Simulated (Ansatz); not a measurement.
# Cd2C (model cell, started as antifluorite): following an unstable mode, part 2 of 2

Wanted: the energy along a soft mode of Cd2C (model cell, started as antifluorite) and the structure at the end.

Ansatz 0.2.0; DFT PBEsol, scalar-relativistic, plane waves, PAW.

So far. Step 5 (Energy along the mode, all amplitudes (two of the runs …): The lowest of the steps tried is at 0.22 Å, 1.58 meV/atom below the parent; the bottom of the well need not coincide with a step. Step 7 (The new phase in its own primitive cell): The forces vanish by symmetry and the pressure is 0.001 GPa, within the tolerances set. The cell now holds 19.38 Å³/atom. The relaxed cell has a = 4.881 Å (conventional setting).

The structure was built from a prototype and need not be the compound's stable phase.

### 8. Modes of the new phase, k-mesh 6×6×6, occupations fixed

A relaxed structure may still be a saddle point, so its zone-centre modes are computed. The response to a homogeneous field gives the Born charges and the dielectric tensor, and its change with displacement the Raman tensors.

input.yaml

```yaml
crystal:
  lattice:
    - [4.8809604494, 0.0, 0.0]
    - [0.0, 4.8809604494, 0.0]
    - [0.0, 0.0, 4.8809604494]
  atoms:
    - { symbol: C, position: [0.0, 0.0, 0.0] }
    - { symbol: C, position: [0.5, 0.5, 0.5] }
    - { symbol: Cd, position: [0.25, 0.75, 0.75] }
    - { symbol: Cd, position: [0.75, 0.75, 0.25] }
    - { symbol: Cd, position: [0.25, 0.25, 0.25] }
    - { symbol: Cd, position: [0.75, 0.25, 0.75] }
kpoints:
  mp_grid: { grid: [6, 6, 6] }
hamiltonian:
  xc: pbesol
scf:
  occupations: { method: fixed }
output:
  eigenvalues: true
phonons:
  method: dfpt
  dielectric: true
  rigid_motions: translations
  raman: true
```

The run is started by

```sh
$ ansatz run input.yaml --threads 4 --pin off --max-ram 7168MiB --backend cpu --events-out ev --progress --plain --runs-dir out
```

Run time: 5.1 min. Hardware: 4 threads of AMD EPYC 9R14 (Zen 4), shared host; peak memory 1.9 GiB; 18 min of CPU time.

Numbers from this step:

```
sum-rule residual before enforcement                    : 1.81e-5 eV/Å²
miss of the charge sum rule                             : 0.003578 e
estimated error of the dielectric tensor                : 0.05246
estimated error of the Born charges                     : 0.02203 e
highest optical mode at the zone centre (no LO-TO term) : 598.4 cm⁻¹
lowest optical zone-centre mode                         : 56.87 cm⁻¹
mean high-frequency dielectric constant                 : 12.22
largest Born charge (third of the trace)                : -2.565 e
mean static dielectric constant                         : 13.80
top of the zone-centre spectrum with the field          : 631.9 cm⁻¹
```

Patterns of degenerate modes are one choice out of their space. The modes at Γ (shares of kinetic energy by element, %):

```
mode  frequency (cm⁻¹)  symmetry  C %  Cd %
   1               0.0  acoustic    5    95
   2               0.0  acoustic    5    95
   3               0.0  acoustic    5    95
   4              56.9       T2u    0   100
   5              56.9       T2u    0   100
   6              56.9       T2u    0   100
   7             113.1       T1u    6    94
   8             113.1       T1u    6    94
   9             113.1       T1u    6    94
  10             117.6        Eu    0   100
  11             117.6        Eu    0   100
  12             237.3       A2u    0   100
  13             533.1       T2g  100     0
  14             533.1       T2g  100     0
  15             533.1       T2g  100     0
  16             598.4       T1u   89    11
  17             598.4       T1u   89    11
  18             598.4       T1u   89    11
```

Displacements in mode 6 (56.9 cm⁻¹), the largest set to 1:
```
C1   0.00  0.00  0.00
C2   0.00  0.00  0.00
Cd3 -0.15 -0.49  0.34
Cd4 -1.00  0.49 -0.51
Cd5  0.15 -0.66  0.51
Cd6  1.00  0.66 -0.34
```

Displacements in mode 8 (113.1 cm⁻¹), the largest set to 1:
```
C1  -0.09 -1.00  0.10
C2  -0.09 -1.00  0.10
Cd3  0.58  0.18 -0.59
Cd4 -0.71 -0.07  0.70
Cd5 -0.58  0.06 -0.71
Cd6  0.72  0.04  0.58
```

Optical modes at the zone centre, without and with the macroscopic field of the longitudinal modes; each column is sorted by frequency, so a row need not hold one and the same mode. Modes with and without the field, by row:

```
rank among optical modes  no field (cm⁻¹)  q along (1, 0, 0) (cm⁻¹)
                       1             56.9                      56.9
                       2             56.9                      56.9
                       3             56.9                      56.9
                       4            113.1                     113.1
                       5            113.1                     113.1
                       6            113.1                     113.8
                       7            117.6                     117.6
                       8            117.6                     117.6
                       9            237.3                     237.3
                      10            533.1                     533.1
                      11            533.1                     533.1
                      12            533.1                     533.1
                      13            598.4                     598.4
                      14            598.4                     598.4
                      15            598.4                     631.9
```

Born charge (rows field, columns displacement) (e), principal values of the symmetric part by kind of site:

```
atom  atoms with these values    low  middle   high   mean
  C1                        2  -2.57   -2.57  -2.57  -2.57
 Cd3                        4   0.51    0.51   2.82   1.28
```

In full for C1:

```
-2.57  0.00  0.00
 0.00 -2.57  0.00
 0.00  0.00 -2.57
```

High-frequency dielectric tensor:

```
12.22  0.00  0.00
 0.00 12.22  0.00
 0.00  0.00 12.22
```

Static dielectric tensor (ions relaxed, fixed cell):

```
13.80  0.00  0.00
 0.00 13.80  0.00
 0.00  0.00 13.80
```

Transverse modes. Infrared lines, with heights relative to the strongest:

```
position (cm⁻¹)  label  relative intensity
             57    T2u                 0.0
            113    T1u                 0.4
            118     Eu                 0.0
            237    A2u                 0.0
            533    T2g                 0.0
            598    T1u                 100
```

Activity x (w_L - w)^4 (n + 1)/w, 532 nm, 300 K; the tensors are static ones, while 532 nm light lies above the computed direct gap, where resonance would change the heights; modes without the macroscopic field alone. Lines of the Raman spectrum (strongest = 100):

```
position (cm⁻¹)  label  relative intensity
             57    T2u                 0.0
            113    T1u                 0.0
            118     Eu                 0.0
            237    A2u                 0.0
            533    T2g                 100
            598    T1u                 0.0
```

Before it was imposed, the acoustic sum rule was missed by 1.8e-5 eV/Å² and the charge sum rule by 0.0036 e. Small misses are needed for a sound result but don't prove that mesh and cutoff are converged. The lowest optical mode is real, 56.9 cm⁻¹.

The log warns of the k mesh: “the force constants stand on the 6×6×6 k-mesh, whose period is 8.94 times the interband length at k = (0.0000, 0.0000, 0.0000), direct gap 1.141 eV, under 14: take them and everything formed from them as unconverged”.

### 9. The phases reached

The phases reached along the modes that were followed are set side by side.

Energies are those of the first relaxation, on the mesh of the frozen mode; space group, volume and gap are those of the last relaxation. Phases, by row:

```
                   mode frozen in  space group  energy from parent (meV/atom)  volume (Å³/atom)  gap on mesh (eV)  lowest zone-centre optical mode (cm⁻¹)  largest shift (Å)
                           parent        Fm-3m                              0             16.06                 0                                       –                  –
    q = (0, -0.5, -0.5), 36i cm⁻¹     P4_2/nmc                         -31.57             17.12                 0                                     -97              0.651
q = (0.25, -0.5, -0.25), 27i cm⁻¹        Pn-3m                         -180.3             19.38             0.582                                    56.9              1.725
```

### 10. What came out

| Item | Value |
| --- | --- |
| unstable mode of the parent | q = (0.25, -0.5, -0.25), 27i cm⁻¹ |
| depth at the lowest point sampled | 1.58 meV/atom |
| largest atomic shift at that point | 0.22 Å |
| space group reached (within 0.01 Å) | Pn-3m |
| energy gained over the parent (first relaxation, on the mesh of the frozen mode) | 180 meV/atom |
| volume per atom, phase reached | 19.4 Å³ |
| gap on the k-mesh, phase reached | 0.582 eV |
| lowest optical zone-centre mode, phase reached | 56.9 cm⁻¹ |
| highest optical mode at the zone centre (no LO-TO term), phase reached | 598 cm⁻¹ |

In words: Along this mode the structure falls into Pn-3m, 180 meV/atom below the parent. At the parent's cell the well is 1.585 meV/atom deep on the steps tried, with its lowest point at a shift of 0.22 Å. Relaxing atoms and cell changes the gain by +178.71 meV/atom against the lowest step (energies at zero smearing). Most of the total comes from this relaxation. The new phase has no imaginary mode at the zone centre of its cell; other wavevectors were not checked. Of the 2 patterns followed to their end from this parent, this one reaches the lowest energy. Each path keeps the symmetry of its pattern, so a lower phase may lie along a pattern not tried. With the field response the log warns that the k mesh is coarse for the force constants too, so the frequencies may not be converged. With no gap, or one that is small against the smearing, the frequencies hang on the k mesh and the smearing, most of all near Kohn anomalies. A phonon run warned that its eigensolver left some bands unconverged in a pass. The starting cell was built on a prototype and not taken from a measurement, so the phase need not exist.

[Logs are printed without paths, hosts, clocks, repeated set-up lines and the standing remarks that a program may print on its own settings, such as how far it seeks lower states.]

[Hosts, paths, dates, database ids (printed as entryN), source tags and the programs' standing remarks are cut or masked in the printed files.]
